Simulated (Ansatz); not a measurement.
# MgHF (built on the sites of a database entry of BaHI): phonons and vibrational spectra, part 2 of 2

Aim: the vibrations of MgHF (built on the sites of a database entry of BaHI), their spectra, and whether the structure is stable.

Ansatz 0.2.0; DFT PBEsol, scalar-relativistic, plane waves, PAW.

So far. Step 4 (Relaxing to small forces for the phonons): The largest force component left is 0.42 meV/Å and the pressure is 0.001 GPa, within the tolerances set. The cell now holds 8.85 Å³/atom. Step 5 (Linear response at the zone centre): Before it was imposed, the acoustic sum rule was missed by 2.1e-4 eV/Å² and the charge sum rule by 0.0020 e. Small misses are needed for a sound result but don't prove that mesh and cutoff are converged. The relaxed cell has a = 3.247, c = 5.038 Å (conventional setting).

The structure was built from a prototype and need not be the compound's stable phase.

**6. Response at finite wavevector**

Stability and thermal properties need the whole zone. Linear response on a 4×4×2 q mesh gives force constants as far as a supercell of that size would, and the tensors from the zone-centre run are typed in so that the long-range dipole term is interpolated apart.

Input file input.yaml:

```yaml
crystal:
  lattice:
    - [3.2471482844, 0.0, 0.0]
    - [0.0, 3.2471482844, 0.0]
    - [0.0, 0.0, 5.0382183931]
  atoms:
    - { symbol: Mg, position: [0.0, 0.5, 0.2243332709] }
    - { symbol: Mg, position: [0.5, 0.0, 0.7756667291] }
    - { symbol: H, position: [0.0, 0.0, 0.0] }
    - { symbol: H, position: [0.5, 0.5, 0.0] }
    - { symbol: F, position: [0.0, 0.5, 0.6168861077] }
    - { symbol: F, position: [0.5, 0.0, 0.3831138923] }
kpoints:
  mp_grid: { grid: [8, 8, 6] }
hamiltonian:
  xc: pbesol
scf:
  occupations: { method: fixed }
output:
  eigenvalues: true
phonons:
  method: dfpt
  qmesh: [4, 4, 2]
  temperatures: { t_max: 1000, t_step: 50 }
  qpath:
    path:
      - [[0.0, 0.0, 0.0], [0.0, 0.5, 0.0], [0.5, 0.5, 0.0], [0.0, 0.0, 0.0], [0.0, 0.0, 0.5], [0.0, 0.5, 0.5], [0.5, 0.5, 0.5], [0.0, 0.0, 0.5]]
      - [[0.0, 0.5, 0.0], [0.0, 0.5, 0.5]]
      - [[0.5, 0.5, 0.0], [0.5, 0.5, 0.5]]
    npoints: 10
  non_analytic_term:
    high_frequency_dielectric_tensor: [[3.2524, 0.0, 0.0], [0.0, 3.2524, 0.0], [0.0, 0.0, 2.8698]]
    born_effective_charges:
      - { species: Mg, tensor: [[2.0826, 0.0, 0.0], [0.0, 2.0826, 0.0], [0.0, 0.0, 2.0599]] }
      - { species: Mg, tensor: [[2.0826, 0.0, 0.0], [0.0, 2.0826, 0.0], [0.0, 0.0, 2.0599]] }
      - { species: H, tensor: [[-0.8863, 0.0, 0.0], [0.0, -0.8863, 0.0], [0.0, 0.0, -0.6063]] }
      - { species: H, tensor: [[-0.8863, 0.0, 0.0], [0.0, -0.8863, 0.0], [0.0, 0.0, -0.6063]] }
      - { species: F, tensor: [[-1.1963, 0.0, 0.0], [0.0, -1.1963, 0.0], [0.0, 0.0, -1.4535]] }
      - { species: F, tensor: [[-1.1963, 0.0, 0.0], [0.0, -1.1963, 0.0], [0.0, 0.0, -1.4535]] }
    source: "zone-centre run at this cell"
```

The run is started by

```console
ansatz run input.yaml --threads 8 --pin off --max-ram 14336MiB --backend cpu --events-out ev --progress --plain --runs-dir out
```

It took 59 s on 8 threads of AMD EPYC 9R45, shared host; peak memory 1.1 GiB.

Numbers from this step:

```
sum-rule residual before enforcement                    : 2.14e-4 eV/Å²
lowest frequency on the path                            : -220.8 cm⁻¹
highest frequency on the path or at a solved wavevector : 1415 cm⁻¹
lowest mode on the q mesh (acoustic modes at Γ apart)   : -220.8 cm⁻¹
```

Frequencies (cm⁻¹) solved at each irreducible wavevector; negative means imaginary. Frequencies by wavevector, by row:

```
q in reciprocal lattice units  star  mode 1  mode 2  mode 3  mode 4  mode 16  mode 17  mode 18
                        0 0 0     1  -136.2  -136.2       0       0     1225     1348     1348
                     0 0 -0.5     1  -132.3  -132.3   -78.6   -78.6     1326     1348     1348
                     0 0.25 0     4   -67.2    36.8    80.8    81.1     1199     1312     1324
                  0 0.25 -0.5     4  -115.9   -61.4    17.2   139.2     1246     1312     1323
                     0 -0.5 0     2    82.7    82.7    95.5    95.5     1201     1264     1264
                  0 -0.5 -0.5     2   -55.1   -55.1    88.7    88.7     1201     1257     1257
                  0.25 0.25 0     4  -189.3    84.6   129.2   134.8     1167     1310     1382
               0.25 0.25 -0.5     4  -147.4    76.9      98    99.6     1197     1291     1381
                  0.25 -0.5 0     4  -144.8  -144.8   163.8   163.8     1098     1375     1375
               0.25 -0.5 -0.5     4  -127.5  -127.5   130.4   130.4     1104     1371     1371
                  -0.5 -0.5 0     1  -220.8  -220.8   211.9   211.9     1096     1415     1415
               -0.5 -0.5 -0.5     1  -157.5  -157.5   124.8   124.8     1096     1412     1412
```

Interpolated from a 4×4×2 q mesh, with the LO-TO term (at Γ the limit along the path; where Γ stands inside the path, tables give the limit on arrival). The phonon branches at the labelled points (cm⁻¹):

```
    point  branch 1  branch 2  branch 3  branch 4  branch 15  branch 16  branch 17  branch 18
        Γ      -136         0         0         0       1166       1225       1348       1348
  halfway       -67        37        81        81       1192       1199       1312       1324
        X        83        83        96        96       1201       1201       1264       1264
  halfway      -145      -145       164       164       1098       1098       1375       1375
        M      -221      -221       212       212       1096       1096       1415       1415
  halfway      -189        85       129       135       1166       1167       1310       1382
        Γ      -136         0         0         0       1166       1225       1348       1348
  halfway      -134      -134       -61       -61        913       1325       1348       1348
        Z      -132      -132       -79       -79        913       1326       1348       1348
  halfway      -116       -61        17       139       1133       1246       1312       1323
        R       -55       -55        89        89       1201       1201       1257       1257
  halfway      -128      -128       130       130       1104       1104       1371       1371
        A      -158      -158       125       125       1096       1096       1412       1412
  halfway      -147        77        98       100       1167       1197       1291       1381
        Z      -132      -132       -79       -79        913       1326       1348       1348
jump to X        83        83        96        96       1201       1201       1264       1264
  halfway        44        44        86        86       1201       1201       1261       1261
        R       -55       -55        89        89       1201       1201       1257       1257
jump to M      -221      -221       212       212       1096       1096       1415       1415
  halfway      -196      -196       168       168       1096       1096       1413       1413
        A      -158      -158       125       125       1096       1096       1412       1412
```

Tetrahedra on a 20×20×12 mesh, mean over bins of 20 cm-1. Interpolated from a 4×4×2 q mesh. The phonon density of states by wavenumber; read off at these points:

```
wavenumber (cm⁻¹)  phonon density of states (1/cm⁻¹/cell)
             -230                                  1.0e-5
             -170                                 0.00817
             -110                                  0.0092
              -70                                 0.00617
              -10                                 0.00414
               50                                  0.0105
              110                                  0.0233
              130                                  0.0382
              170                                  0.0242
              210                                  0.0310
              230                                  0.0274
              270                                  0.0309
              330                                  0.0181
              350                                  0.0306
              390                                  0.0180
              410                                  0.0563
              450                                  0.0066
              510                                 0.00102
              570                                  1.2e-4
              610                                       0
              670                                 0.00125
              730                                 0.00181
              790                                  0.0023
              850                                 0.00285
              910                                 0.00687
              950                                 0.00642
             1010                                 0.00757
             1070                                  0.0107
             1130                                  0.0114
             1190                                  0.0104
             1250                                 0.00912
             1290                                  0.0112
             1350                                  0.0186
             1410                                 0.00851
```

The partial phonon density of states has structure finer than the step of the table below, so its rows give means over 50 cm⁻¹, whole bins alone (the curve runs from -230 to 1467 cm⁻¹). Peaks (cm⁻¹: height): F -145.0: 0.0107, 132.6: 0.0122, 282.1: 0.0140, 410.2: 0.0286; H 1104.2: 0.0152, 1349.8: 0.0168; Mg 132.6: 0.0217, 356.8: 0.0159, 410.2: 0.0145.

Phonopy on the run's constants, 17x17x11 mesh, Gaussian sigma 12.1 cm-1. Interpolated from a 4×4×2 q mesh. Table of partial phonon density of states by wavenumber; means over each step; values in 1/cm⁻¹/cell:

```
wavenumber (cm⁻¹)        F        H       Mg
             -200  0.00340   4.6e-5   6.1e-4
             -150  0.00933   6.9e-5  0.00229
             -100  0.00648   4.8e-5  0.00222
              -50  0.00300   5.8e-5  0.00262
                0  0.00129   3.4e-5  0.00165
               50  0.00492   1.1e-4  0.00616
              100  0.00859   1.7e-4   0.0133
              150   0.0101   1.8e-4   0.0187
              200   0.0108   1.6e-4   0.0175
              250   0.0122   1.6e-4   0.0161
              300   0.0113   1.4e-4  0.00795
              350   0.0105   2.2e-4   0.0128
              400   0.0203   1.8e-4   0.0115
              450  0.00596   1.0e-4  0.00466
              500   7.1e-4   3.8e-5   7.3e-4
              550   2.2e-4   9.9e-6   2.3e-4
              600   1.6e-5   2.1e-6   1.6e-5
              650        0   5.7e-4   8.5e-7
              700   2.1e-6  0.00148   1.2e-5
              750   1.0e-5  0.00190   2.3e-5
              800   1.0e-5  0.00245   3.3e-5
              850   1.2e-5  0.00304   4.6e-5
              900   2.6e-5  0.00604   7.5e-5
              950   3.8e-5  0.00647   6.5e-5
             1000   6.0e-5  0.00697   5.3e-5
             1050   1.1e-4  0.00957   5.6e-5
             1100   1.7e-4   0.0136   7.6e-5
             1150   1.3e-4   0.0111   9.0e-5
             1200   7.6e-5  0.00886   9.6e-5
             1250   4.4e-5  0.00975   1.4e-4
             1300   2.6e-5   0.0117   1.1e-4
             1350   2.0e-5   0.0152   6.6e-5
             1400   1.1e-5  0.00912   3.3e-5
```

Symmetry leaves 12 wavevectors to solve. The lowest mode among them, the acoustic zeros apart, lies at q = (-0.5, -0.5, 0) and is imaginary, 220.8i cm⁻¹, so the energy falls along it.

**7. Another isotope, element H, natural mass 1.008 amu**

An isotope changes the mass and not the force constants, so no new electronic calculation is needed; the shifts show which modes move this element.

The same force constants with the mass of H changed from 1.008 to 2.014 u (phonopy, no LO-TO term). Both lists are sorted by frequency; levels can cross, so a row need not hold one and the same mode. Modes under 3 cm⁻¹ are left out. Isotope shifts, by row, the first 40 of 60 rows:

```
       q  rank  natural mass (cm⁻¹)  changed mass (cm⁻¹)
   0 0 0     1               -136.2               -135.9
   0 0 0     2               -136.2               -135.9
   0 0 0     6                109.4                109.2
   0 0 0     7                109.4                109.2
   0 0 0     8                290.6                290.6
   0 0 0     9                290.6                290.6
   0 0 0    10                382.4                  382
   0 0 0    11                396.4                396.4
   0 0 0    12                432.4                432.4
   0 0 0    13                865.3                612.1
   0 0 0    14                913.1                654.8
   0 0 0    15                913.1                654.8
   0 0 0    16                 1225                877.4
   0 0 0    17                 1348                955.6
   0 0 0    18                 1348                955.6
0 0 -0.5     1               -132.3               -132.2
0 0 -0.5     2               -132.3               -132.2
0 0 -0.5     3               -78.56               -77.68
0 0 -0.5     4               -78.56               -77.68
0 0 -0.5     5                  148                147.9
0 0 -0.5     6                  148                147.9
0 0 -0.5     7                  215                  215
0 0 -0.5     8                  283                282.3
0 0 -0.5     9                  283                282.3
0 0 -0.5    10                351.2                344.8
0 0 -0.5    11                396.1                396.1
0 0 -0.5    12                573.6                573.6
0 0 -0.5    13                872.3                617.1
0 0 -0.5    14                913.1                654.9
0 0 -0.5    15                913.1                654.9
0 0 -0.5    16                 1326                955.5
0 0 -0.5    17                 1348                955.5
0 0 -0.5    18                 1348                955.5
0 0.25 0     1               -67.18                  -67
0 0.25 0     2                36.77                36.55
0 0.25 0     3                 80.8                80.39
0 0.25 0     4                81.09                80.94
0 0.25 0     5                101.5                101.2
0 0.25 0     6                210.7                  210
0 0.25 0     7                258.5                253.1
```

A mode of this element alone would shift by -29.26 %. The highest zone-centre frequency without the field goes from 1348.0 to 955.6 cm⁻¹ (-29.1 %).

**8. Isotope substitution, element Mg, natural mass 24.305 amu**

The same for Mg, from 24.30 to 25.98 u.

A mode of this element alone would shift by -3.28 %. The highest zone-centre frequency without the field goes from 1348.0 to 1347.8 cm⁻¹ (-0.0 %).

**9. Summary of results**

```json
{
  "space group after relaxation (within 0.01 Å)": "P4/nmm",
  "volume per atom": "8.85 Å³",
  "gap on the k-mesh": "1.01 eV",
  "highest optical mode at the zone centre (no LO-TO term)": "1348 cm⁻¹",
  "top of the zone-centre spectrum with the field": "1348 cm⁻¹",
  "lowest optical zone-centre mode": "-136 cm⁻¹",
  "mean high-frequency dielectric constant": "3.12",
  "largest Born charge (third of the trace)": "2.08 e",
  "lowest mode on the q mesh (acoustic modes at Γ apart)": "-221 cm⁻¹",
  "highest frequency on the path or at a solved wavevector": "1415 cm⁻¹",
  "imaginary modes on the 4×4×2 q mesh": "yes"
}
```

What this shows: Modes are clearly imaginary (beyond 10i cm⁻¹) at 11 of the 12 irreducible wavevectors, most at q = (-0.5, -0.5, 0) (220.8i cm⁻¹), so this structure is not a minimum of the energy. Without the field, the optical modes at Γ span -136 to 1348 cm⁻¹ (negative means imaginary). The highest mode in this list at Γ, 1348.0 cm⁻¹, is mostly motion of H (100 % of the kinetic energy). The macroscopic field leaves the top of the zone-centre spectrum where it is. Among the real modes, the strongest infrared line is at 913 cm⁻¹. Averaged over orientations, the strongest Raman line at 532 nm and 300 K is at 865 cm⁻¹. The tensors are the static, non-resonant ones, while 532 nm light (2.33 eV) lies above the computed gap. The program warns that the interpolation holds no quadrupole term, so branches close to Γ can be off in this crystal. The starting cell was built on a prototype and not taken from a measurement, so the phase need not exist. These are harmonic frequencies at zero temperature: anharmonic shifts, linewidths and thermal expansion are left out.

[Logs are printed without paths, hosts, clocks, repeated set-up lines and the standing remarks that a program may print on its own settings, such as how far it seeks lower states.]

[Hosts, paths, dates, database ids (printed as entryN), source tags and the programs' standing remarks are cut or masked in the printed files.]
